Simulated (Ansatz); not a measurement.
**Bands, cutoff and cost in G0W0 for Zn3SbN3 (Cm)**

How do accuracy and time trade against each other in G0W0 on Zn3SbN3 (Cm)?

Program: Ansatz 0.2.0. Level of theory: G0W0 on PBE, plane waves, PAW; PAW set soft_1. Results are calculated unless marked as measured.

## (1) The structure

It takes space group Cm (No. 8, monoclinic). The conventional cell has a = 6.788 Å, b = 6.566 Å, c = 5.577 Å, α = 90.00°, β = 125.21°, γ = 90.00°. Nearest to Zn lie 3 N at 1.95 to 1.96 Å. Nearest to Zn lie 3 N at 1.97 to 2.00 Å. Nearest to Sb lie 3 N at 2.04 to 2.06 Å. Nearest to N lie 3 Zn at 1.96 to 2.00 Å and 1 Sb at 2.06 Å. N has 3 Zn at 1.95 to 1.97 Å and 1 Sb at 2.04 Å nearest. Farther neighbours and most contacts between anions are not listed.

The cell and positions are those that the Materials Project relaxed with its own functionals (PBE, PBE+U or r2SCAN), kept fixed. Spin-orbit coupling is left out unless a step names it.

## (2) 132 empty bands, screening to 69 eV

G0W0 replaces the xc potential by the self-energy, built once from these orbitals. Only a window of levels is corrected, while the sums run over the empty bands that the input names. This step takes PAW set soft_1 files.

Input file input.yaml:

```yaml
crystal:
  lattice:
    - [3.3938895471, -3.283248115, 0.0]
    - [3.3938895471, 3.283248115, 0.0]
    - [-3.2155964401, 0.0, 4.5561292986]
  atoms:
    - { symbol: Zn, position: [0.64265811, 0.64265811, 0.11808447] }
    - { symbol: Zn, position: [0.75601403, 0.31486041, 0.51982585] }
    - { symbol: Zn, position: [0.31486041, 0.75601403, 0.51982585] }
    - { symbol: Sb, position: [0.06050886, 0.06050886, 0.00241463] }
    - { symbol: "N", position: [0.41103526, 0.94206134, 0.29988336] }
    - { symbol: "N", position: [0.94206134, 0.41103526, 0.29988336] }
    - { symbol: "N", position: [0.698722, 0.698722, 0.81219049] }
kpoints:
  mp_grid: { grid: [4, 4, 4] }
hamiltonian:
  xc: pbe
  pseudopotentials: { kind: paw, azcp: { folder: soft_1 } }
scf:
  occupations: { method: fixed }
gw:
  n_empty_bands: 132
  ecut_chi: 69
  qp_bands: [v2, c2]
  qp_kpoints: band_edges
  screening: { model: contour_deformation }
```

The run is started by

```bash
$ ansatz run input.yaml --threads 2 --pin off --max-ram 92160MiB --backend cuda --events-out ev --progress --plain --runs-dir out --devices 1 --max-vram 13GiB
```

Numbers of over 12 decimals in the logs are rounded to 6 here.

Log:

```text
GPUs: using 1 of 1 available (devices: 1).
Engine: ansatz 0.2.0, x86_64-unknown-linux-gnu
Pseudopotentials: kind: paw
Pseudopotential: Zn, paw, valence charge 12, recommended cutoff 420 eV (normal), soft_1/Zn.paw.azcp
Pseudopotential: Sb, paw, valence charge 15, recommended cutoff 420 eV (normal), soft_1/Sb.paw.azcp
Pseudopotential: N, paw, valence charge 5, recommended cutoff 420 eV (normal), soft_1/N.paw.azcp
Functional definition: PBE
  parameter kappa = 0.804
  parameter beta = 0.066725
  exchange = pbe_x(kappa = kappa, mu = beta*pi^2/3)
  correlation = pbe_c(beta = beta)
device memory: the entry about to start is reckoned to put 1.4 GiB on a device that reports 31.3 GiB free (of which the cap on the GPU budget leaves the run 13.0 GiB)
GPU FFT provider: cuFFT
GPU libraries: cuBLAS 13.8.2, cuFFT 12.4.0, cuSOLVER 12.3.4
Crystal: 7 atoms, lattice volume = 101.538 Å³
Basis set: ecut = 420 eV, 1987 PW (Γ)
Bands: 40, of which v1, the nominal top of the filled ones, is band 33 counted from 1 (32 counted from 0)
Symmetry: 2 space group operations
Space group: Cm (ITA 8), of the structure as read, at distance tolerance 4.7e-5 Å
k-points: 24 of 64 (time reversal used)
Non-local potential: Zn, projectors of the file, l = 0: 2, l = 1: 2, l = 2: 3, l = 3: 1
Non-local potential: Sb, projectors of the file, l = 0: 2, l = 1: 2, l = 2: 2, l = 3: 1
Non-local potential: N, projectors of the file, l = 0: 2, l = 1: 2, l = 2: 1
PAW form: soft (Blöchl's): semilocal exchange-correlation on the pseudo side does not see the compensation charge
PAW one-centre angular grid: Zn, 590 points (default); XC on 64 Gauss nodes
PAW one-centre angular grid: Sb, 590 points (default); XC on 64 Gauss nodes
PAW one-centre angular grid: N, 110 points (default); XC on 64 Gauss nodes
Initial density: superposition of atomic densities (chi_scale 0.1, normalization cell, long waves kept (reshape's long-wave potential 0.03 eV rms))
Initial wavefunctions: pseudopotential atomic-orbital guess
GPU buffer pool allocated for 40960 grid points (all kernels)
GPU transforms: local potential and band sums: pruned to the plane-wave sphere, on 32×32×40
Functional: x = pbe(κ = 0.804, μ = 0.219515), c = pbe(β = 0.066725)
SCF iter   1: F=—  HF=-17594.624425 eV  |F-HF|=—  |Δ(HF+E_count)|=         —  Δρ=7.68e-2  dr2=7.41e0  ethr=3.10e-3  ⟨swp⟩=4.9  Hψ=3781  notcnv=0  defer=117
preconditioner: auto → Resta (q_TF=auto, 2.539 Å⁻¹)  ε∞=5.2  [insulator: Δε(μ)=2.150 eV  Ē_g=14.526 eV  n_scr=30 (ndim 8)  ℏωp=29.9 eV  f_vac=0.006  ε∞_Penn≈5.2]
SCF iter   2: F=—  HF=-17592.876989 eV  |F-HF|=—  |Δ(HF+E_count)|=    1.75e0  Δρ=2.91e-2  dr2=5.28e-1  ethr=3.10e-3  ⟨swp⟩=3.0  Hψ=1963  notcnv=0  defer=120
SCF iter   3: F=—  HF=-17592.782953 eV  |F-HF|=—  |Δ(HF+E_count)|=   9.40e-2  Δρ=1.55e-2  dr2=1.94e-1  ethr=8.00e-4  ⟨swp⟩=3.0  Hψ=1775  notcnv=0  defer=120
SCF iter   4: F=—  HF=-17592.777374 eV  |F-HF|=—  |Δ(HF+E_count)|=   5.58e-3  Δρ=9.10e-3  dr2=4.52e-2  ethr=2.93e-4  ⟨swp⟩=2.2  Hψ=1516  notcnv=0  defer=120
SCF iter   5: F=—  HF=-17592.765761 eV  |F-HF|=—  |Δ(HF+E_count)|=   1.16e-2  Δρ=2.02e-3  dr2=3.27e-3  ethr=6.84e-5  ⟨swp⟩=2.0  Hψ=1776  notcnv=0  defer=120
SCF iter   6: F=—  HF=-17592.767302 eV  |F-HF|=—  |Δ(HF+E_count)|=   1.54e-3  Δρ=4.10e-4  dr2=1.85e-4  ethr=4.95e-6  ⟨swp⟩=2.0  Hψ=1582  notcnv=0  defer=120
SCF iter   7: F=—  HF=-17592.767482 eV  |F-HF|=—  |Δ(HF+E_count)|=   1.80e-4  Δρ=2.57e-4  dr2=6.60e-5  ethr=2.81e-7  ⟨swp⟩=2.0  Hψ=1693  notcnv=0  defer=119
SCF iter   8: F=—  HF=-17592.767503 eV  |F-HF|=—  |Δ(HF+E_count)|=   2.10e-5  Δρ=2.21e-4  dr2=4.39e-5  ethr=1.00e-7  ⟨swp⟩=2.0  Hψ=1560  notcnv=0  defer=76
SCF iter   9: F=—  HF=-17592.767495 eV  |F-HF|=—  |Δ(HF+E_count)|=   8.11e-6  Δρ=4.50e-5  dr2=1.52e-6  ethr=6.66e-8  ⟨swp⟩=2.0  Hψ=1486  notcnv=0  defer=74
SCF iter  10: F=—  HF=-17592.767496 eV  |F-HF|=—  |Δ(HF+E_count)|=   9.19e-7  Δρ=2.67e-5  dr2=6.05e-7  ethr=2.31e-9  ⟨swp⟩=2.0  Hψ=1485  notcnv=0  defer=78
SCF iter  11: F=—  HF=-17592.767496 eV  |F-HF|=—  |Δ(HF+E_count)|=   2.32e-7  Δρ=1.72e-5  dr2=2.69e-7  ethr=9.16e-10  ⟨swp⟩=2.0  Hψ=1523  notcnv=0  defer=80
SCF iter  12: F=-17592.767496 eV  HF=-17592.767496 eV  |F-HF|=9.56e-9  |Δ(HF+E_count)|=   6.20e-9  Δρ=4.59e-6  dr2=1.83e-8  ethr=1.52e-10  ⟨swp⟩=9.4  Hψ=4252  notcnv=0
SCF 1 converged in 12 iterations: F = -17592.767496 eV  dr2 = 1.83e-8
  greatest PAW one-centre occupation: 0.996 electrons in one spin orbital (limit 2), on the Sb atom at site 3 (counted from 0), in its partial waves of l = 2
device memory: the entry about to start is reckoned to put 1.4 GiB (of the 1.6 GiB reckoned in all, the device holds 0.2 GiB already) on a device that reports 32.1 GiB free (of which the cap on the GPU budget leaves the run 12.9 GiB)
NSCF: frozen V_eff on 24 k-points, pencils in batches of 32, up to order 160
the band table was solved once the SCF had ended and its energy, with any forces and stress, was formed, with the checks that follow a solve (3557 applications of the Hamiltonian). They found nothing against the state; the energy, forces and stress were not computed again (output.eigenvalues in the input reference)
device memory: the entry about to start is reckoned to put 2.9 GiB on a device that reports 31.3 GiB free (of which the cap on the GPU budget leaves the run 13.0 GiB)
NSCF: frozen V_eff on 24 k-points
G₀W₀ screening: q 1/24
[... further progress lines ...]
device memory: the entry about to start is reckoned to put 0.6 GiB on a device that reports 39.5 GiB free (of which the cap on the GPU budget leaves the run 13.0 GiB)
NSCF: frozen V_eff on 1 k-points
device memory: the entry about to start is reckoned to put 0.6 GiB on a device that reports 39.5 GiB free (of which the cap on the GPU budget leaves the run 13.0 GiB)
NSCF: frozen V_eff on 1 k-points
device memory: the entry about to start is reckoned to put 0.6 GiB on a device that reports 38.7 GiB free (of which the cap on the GPU budget leaves the run 13.0 GiB)
NSCF: frozen V_eff on 1 k-points
device memory: the entry about to start is reckoned to put 0.6 GiB on a device that reports 38.6 GiB free (of which the cap on the GPU budget leaves the run 13.0 GiB)
NSCF: frozen V_eff on 1 k-points
SCF converged after 12 iterations
Free energy (F): -17592.767496 eV
Harris-Foulkes:  -17592.767496 eV  (|F-HF|=9.56e-9)
Internal energy: -17592.767496 eV  (E = F + TS)
E sigma→0 (E₀):  -17592.767496 eV
Fermi energy:    8.560593 eV
--- Per-component energies (eV) ---
  E_band       = -45.593184
  E_kinetic    = 987.518133
  E_local      = -8043.394320  (includes V_loc(G=0)·N_el)
  E_nonlocal   = 2958.273456
  E_hartree    = 3098.834214
  E_xc         = -510.365500
  E_vxc        = -467.213660  (∫ρ·V_xc dr)
  E_paw        = -10621.606737  (= ΣΔE_a)
  E_vpaw       = -1678.443080  (= ΣTr[D̂ρ^β])
  E_aug_tail   = 0.002015  (compensation charges beyond the density's cutoff)
  E_ewald      = -5462.028759
  E_smearing   = -0.000000  (= −TS)
  E_closure    = 0.000000  (closes the sum)
  Σ components = -17592.767496   (vs F -17592.767496, Δ=0.00e0)
--- Band table (eV; the first three rows and the last of 24) ---
  k-point 0: bands = [... 29 lower, 5.9511, 7.2895, 7.6413, 7.9778, 10.8624, 11.8003, 12.5909, 12.9973, ... 3 higher]
  k-point 1: bands = [... 29 lower, 6.4645, 7.3551, 7.6157, 8.3549, 9.9926, 11.9221, 12.2162, 13.1084, ... 3 higher]
  k-point 2: bands = [... 29 lower, 7.0056, 7.1857, 7.3892, 8.2869, 10.3845, 11.2203, 11.4816, 13.4601, ... 3 higher]
  k-point 23: bands = [... 29 lower, 7.2666, 7.4235, 7.9664, 8.4089, 11.7638, 12.5638, 13.1683, 13.3229, ... 3 higher]
--- G₀W₀: contour deformation, 6 samples at zero and on the imaginary axis and 2 off it, 64 q-points, 132 empty bands' worth ---
  eigenvalues of the whole cell's RPA ε∞ on this k-mesh (on a slab, of 1 + 4πα/V) = 7.2826, 8.2418, 8.2581; static W/v taken at q = 0 is 0.126373
  gw.qp_kpoints: band_edges: 19 of 24 stored k-points solved, in 1 pass; an edge of the gap read off the rows below is read off those points alone
    valence top: of the k-points left out ik 16 came nearest to being solved in a further pass, in band 33 (counted from 1, as in the quasiparticle table): it holds the edge there only if its correction is more favourable than any solved in that band by at least 0.493 eV; those differ by 0.189 eV
    conduction bottom: of the k-points left out ik 11 came nearest to being solved in a further pass, in band 34 (counted from 1, as in the quasiparticle table): it holds the edge there only if its correction is more favourable than any solved in that band by at least 0.862 eV; those differ by 0.364 eV
    ik  band        ε_KS         Σx   Σc(E_QP)       V_xc       Z   E_QP_lin       E_QP  E_QP is
     0    32      7.6413   -25.2702     3.9506   -20.9073  0.7347     7.2250     7.2290  root
     0    33      7.9778   -25.3477     3.7160   -21.1778  0.7412     7.5195     7.5240  root
     0    34     10.8624   -10.7158    -3.4231   -14.5119  0.7823    11.2379    11.2354  root
     0    35     11.8003   -13.2262    -3.2135   -16.9492  0.7642    12.3156    12.3098  root
     1    32      7.6157   -25.2692     3.9979   -20.9011  0.7333     7.2423     7.2455  root
     1    33      8.3549   -23.5305     3.1334   -20.0887  0.7472     8.0448     8.0466  root
     1    34      9.9926   -11.6020    -3.0084   -14.9433  0.7847    10.3270    10.3255  root
     1    35     11.9221   -10.3239    -3.7674   -14.6183  0.7653    12.4557    12.4491  root
     2    32      7.3892   -24.3689     4.0127   -20.0658  0.7290     7.0968     7.0988  root
     2    33      8.2869   -23.1070     2.9116   -19.8979  0.7491     7.9878     7.9894  root
     2    34     10.3845   -11.6563    -3.0870   -15.2221  0.7760    10.8668    10.8633  root
     2    35     11.2203   -10.2083    -3.5466   -14.1243  0.7797    11.5920    11.5896  root
     3    32      7.5415   -25.6323     4.0394   -21.1519  0.7326     7.0956     7.1005  root
     3    33      8.3033   -23.4654     3.2276   -19.8973  0.7465     7.9606     7.9628  root
     3    34     10.9467   -11.2510    -3.2513   -14.9445  0.7746    11.3924    11.3889  root
     3    35     11.7556   -10.5191    -3.5910   -14.6288  0.7681    12.2800    12.2743  root
     4    32      7.2358   -24.6698     3.9593   -20.2936  0.7302     6.8144     6.8189  root
     4    33      8.1685   -22.3927     3.0131   -19.0497  0.7482     7.8366     7.8387  root
     4    34     10.7720   -11.7378    -3.2368   -15.4537  0.7744    11.2550    11.2512  root
     4    35     11.3167   -10.7723    -3.3959   -14.6455  0.7728    11.7981    11.7940  root
     5    32      7.5056   -24.7573     4.0052   -20.4074  0.7317     7.1580     7.1609  root
     5    33      8.1178   -22.0792     2.8322   -18.9629  0.7489     7.8321     7.8337  root
     5    34     10.7827   -11.4300    -3.2168   -15.1504  0.7728    11.2907    11.2863  root
     5    35     11.4052   -11.1674    -3.3619   -14.9967  0.7698    11.8767    11.8725  root
[...]
22    32      8.0062   -26.0979     4.0400   -21.7144  0.7343     7.6602     7.6627  root
    22    33      8.0067   -23.6742     3.3836   -19.9555  0.7445     7.6693     7.6716  root
    22    34     11.4351   -10.4801    -3.7695   -14.8564  0.7752    12.0492    12.0419  root
    22    35     12.0825   -10.8490    -3.7862   -15.2930  0.7552    12.7505    12.7402  root
    23    32      7.9664   -26.6342     4.1885   -22.0748  0.7348     7.5926     7.5955  root
    23    33      8.4089   -25.8767     3.9416   -21.6702  0.7351     8.1425     8.1439  root
    23    34     11.7638    -9.1635    -3.7781   -13.4518  0.7692    12.2796    12.2740  root
    23    35     12.5638   -10.0490    -3.9726   -14.5820  0.7505    13.1338    13.1243  root
```

It took 33 s on 1 × NVIDIA H100 80GB HBM3 (shared by 6 runs) with 2 threads of AMD EPYC 7R13 (Zen 3), shared host; peak memory 1.3 GiB.

This step gave:

```yaml
bands_summed: 165
rpa_eps_infinity_on_this_mesh_eigenvalues: 7.283, 8.242, 8.258
plane_waves_in_the_screening_matrix: 131
q_points_in_the_mesh: 64
g0w0_gap_on_the_mesh: 2.074 eV
k_of_the_valence_top: 0.25, -0.25, 0
k_of_the_conduction_bottom: 0, 0, 0.25
starting_gap_on_the_mesh: 1.432 eV
z_at_the_valence_top: 0.7462
z_at_the_conduction_bottom: 0.7847
least_direct_g0w0_gap_on_the_computed_points: 2.279 eV
```

The gap on the mesh goes from 1.43 eV to 2.07 eV, a correction of +0.64 eV. Between the two edge states, bare exchange in place of the xc potential would open the gap by 7.02 eV, and correlation takes back 6.37 eV.

## (3) 373 empty bands, screening to 138 eV

Bands and screening cutoff are moved together, since each hides the error of the other.

Edit input.yaml of step 2 so:

```diff
@@ -21,4 +21,4 @@
 gw:
-  n_empty_bands: 132
-  ecut_chi: 69
+  n_empty_bands: 373
+  ecut_chi: 138
   qp_bands: [v2, c2]
```

Log:

```text
GPUs: using 1 of 1 available (devices: 1).
[...]
GPU FFT provider: cuFFT
GPU libraries: cuBLAS 13.8.2, cuFFT 12.4.0, cuSOLVER 12.3.4
Crystal: 7 atoms, lattice volume = 101.538 Å³
Basis set: ecut = 420 eV, 1987 PW (Γ)
Bands: 40, of which v1, the nominal top of the filled ones, is band 33 counted from 1 (32 counted from 0)
Symmetry: 2 space group operations
[...]
k-points: 24 of 64 (time reversal used)
[...]
GPU buffer pool allocated for 40960 grid points (all kernels)
[...]
SCF iter   1: F=—  HF=-17594.624425 eV  |F-HF|=—  |Δ(HF+E_count)|=         —  Δρ=7.68e-2  dr2=7.41e0  ethr=3.10e-3  ⟨swp⟩=4.9  Hψ=3781  notcnv=0  defer=117
[...]
SCF iter  12: F=-17592.767496 eV  HF=-17592.767496 eV  |F-HF|=9.56e-9  |Δ(HF+E_count)|=   6.20e-9  Δρ=4.59e-6  dr2=1.83e-8  ethr=1.52e-10  ⟨swp⟩=9.4  Hψ=4252  notcnv=0
SCF 1 converged in 12 iterations: F = -17592.767496 eV  dr2 = 1.83e-8
[...]
NSCF: frozen V_eff on 24 k-points, pencils in batches of 32, up to order 160
[...]
NSCF: frozen V_eff on 24 k-points
G₀W₀ screening: q 1/24
[... further progress lines ...]
[...]
SCF converged after 12 iterations
Free energy (F): -17592.767496 eV
[...]
Internal energy: -17592.767496 eV  (E = F + TS)
E sigma→0 (E₀):  -17592.767496 eV
Fermi energy:    8.560593 eV
[...]
--- Band table (eV; the first three rows and the last of 24) ---
  k-point 0: bands = [... 29 lower, 5.9511, 7.2895, 7.6413, 7.9778, 10.8624, 11.8003, 12.5909, 12.9973, ... 3 higher]
  k-point 1: bands = [... 29 lower, 6.4645, 7.3551, 7.6157, 8.3549, 9.9926, 11.9221, 12.2162, 13.1084, ... 3 higher]
  k-point 2: bands = [... 29 lower, 7.0056, 7.1857, 7.3892, 8.2869, 10.3845, 11.2203, 11.4816, 13.4601, ... 3 higher]
  k-point 23: bands = [... 29 lower, 7.2666, 7.4235, 7.9664, 8.4089, 11.7638, 12.5638, 13.1683, 13.3229, ... 3 higher]
[...]
0    32      7.6413   -25.2702     3.7463   -20.9073  0.7293     7.0154     7.0248  root
     0    33      7.9778   -25.3477     3.5476   -21.1778  0.7359     7.3468     7.3556  root
     0    34     10.8624   -10.7158    -3.6111   -14.5119  0.7798    11.0478    11.0473  root
     0    35     11.8003   -13.2262    -3.4504   -16.9492  0.7602    12.0743    12.0729  root
     1    32      7.6157   -25.2692     3.7744   -20.9011  0.7277     7.0134     7.0221  root
     1    33      8.3549   -23.5305     2.9033   -20.0887  0.7418     7.8109     7.8165  root
     1    34      9.9926   -11.6020    -3.1862   -14.9433  0.7817    10.1480    10.1477  root
     1    35     11.9221   -10.3239    -4.0147   -14.6183  0.7629    12.2036    12.2018  root
[...]
23    32      7.9664   -26.6342     3.9681   -22.0748  0.7291     7.3673     7.3752  root
    23    33      8.4089   -25.8767     3.6938   -21.6702  0.7286     7.8906     7.8961  root
    23    34     11.7638    -9.1635    -4.0287   -13.4518  0.7670    12.0247    12.0234  root
    23    35     12.5638   -10.0490    -4.2211   -14.5820  0.7479    12.8785    12.8757  root
```

It took 70 s on 1 × NVIDIA H100 80GB HBM3 (shared by 6 runs) with 2 threads; peak memory 2.1 GiB.

This step gave:

```yaml
bands_summed: 406
rpa_eps_infinity_on_this_mesh_eigenvalues: 7.187, 8.136, 8.172
plane_waves_in_the_screening_matrix: 393
q_points_in_the_mesh: 64
g0w0_gap_on_the_mesh: 2.131 eV
k_of_the_valence_top: 0.25, -0.25, 0
k_of_the_conduction_bottom: 0, 0, 0.25
starting_gap_on_the_mesh: 1.432 eV
z_at_the_valence_top: 0.7406
z_at_the_conduction_bottom: 0.7817
least_direct_g0w0_gap_on_the_computed_points: 2.331 eV
```

Against the run with 4×4×4 mesh, 132 empty bands, screening to 69 eV, PAW set soft_1 files, the gap moves by +0.06 eV.

## (4) 804 empty bands, screening to 230 eV

Edit input.yaml of step 3 so:

```diff
@@ -21,4 +21,4 @@
 gw:
-  n_empty_bands: 373
-  ecut_chi: 138
+  n_empty_bands: 804
+  ecut_chi: 230.0
   qp_bands: [v2, c2]
```

Log:

```text
GPUs: using 1 of 1 available (devices: 1).
[...]
GPU FFT provider: cuFFT
GPU libraries: cuBLAS 13.8.2, cuFFT 12.4.0, cuSOLVER 12.3.4
Crystal: 7 atoms, lattice volume = 101.538 Å³
Basis set: ecut = 420 eV, 1987 PW (Γ)
Bands: 40, of which v1, the nominal top of the filled ones, is band 33 counted from 1 (32 counted from 0)
Symmetry: 2 space group operations
[...]
k-points: 24 of 64 (time reversal used)
[...]
1    35     11.9221   -10.3239    -4.1249   -14.6183  0.7619    12.0923    12.0916  root
[...]
23    32      7.9664   -26.6342     3.8065   -22.0748  0.7267     7.2001     7.2135  root
    23    33      8.4089   -25.8767     3.5226   -21.6702  0.7258     7.7148     7.7250  root
    23    34     11.7638    -9.1635    -4.1541   -13.4518  0.7659    11.8983    11.8980  root
    23    35     12.5638   -10.0490    -4.3401   -14.5820  0.7468    12.7579    12.7568  root
[key lines of the parts left out:]
SCF converged after 12 iterations
Free energy (F): -17592.767496 eV
Fermi energy:    8.560593 eV
```

Elapsed: 2.4 min, on 1 × NVIDIA H100 80GB HBM3 (shared by 6 runs) with 2 threads; peak memory 4.5 GiB; 4.1 min of CPU time.

Numbers from this step:

```
bands summed                                 : 837
RPA ε∞ on this mesh (eigenvalues)            : 7.162, 8.111, 8.150
plane waves in the screening matrix          : 787
G0W0 gap on the mesh                         : 2.184 eV
k of the valence top                         : 0.25, -0.25, 0
k of the conduction bottom                   : 0, 0, 0.25
starting gap on the mesh                     : 1.432 eV
least direct G0W0 gap on the computed points : 2.378 eV
```

Against the run with 4×4×4 mesh, 373 empty bands, screening to 138 eV, PAW set soft_1 files, the gap moves by +0.05 eV.

(Continued in part 2 of 2.)

[Paths, hosts, dates, memory and timing lines, banners, echoed tables and standing remarks are left out of the program output.]

[Logs are printed without paths, hosts, clocks, repeated set-up lines and the standing remarks that a program may print on its own settings, such as how far it seeks lower states.]

[Runs of the session that timed out or met a known fault of the program may be left out.]

[Cells called generated may have been cut or substituted from an entry of the Crystallography Open Database or the Materials Project.]

[Hosts, paths, dates, database ids (printed as entryN), source tags and the programs' standing remarks are cut or masked in the printed files.]
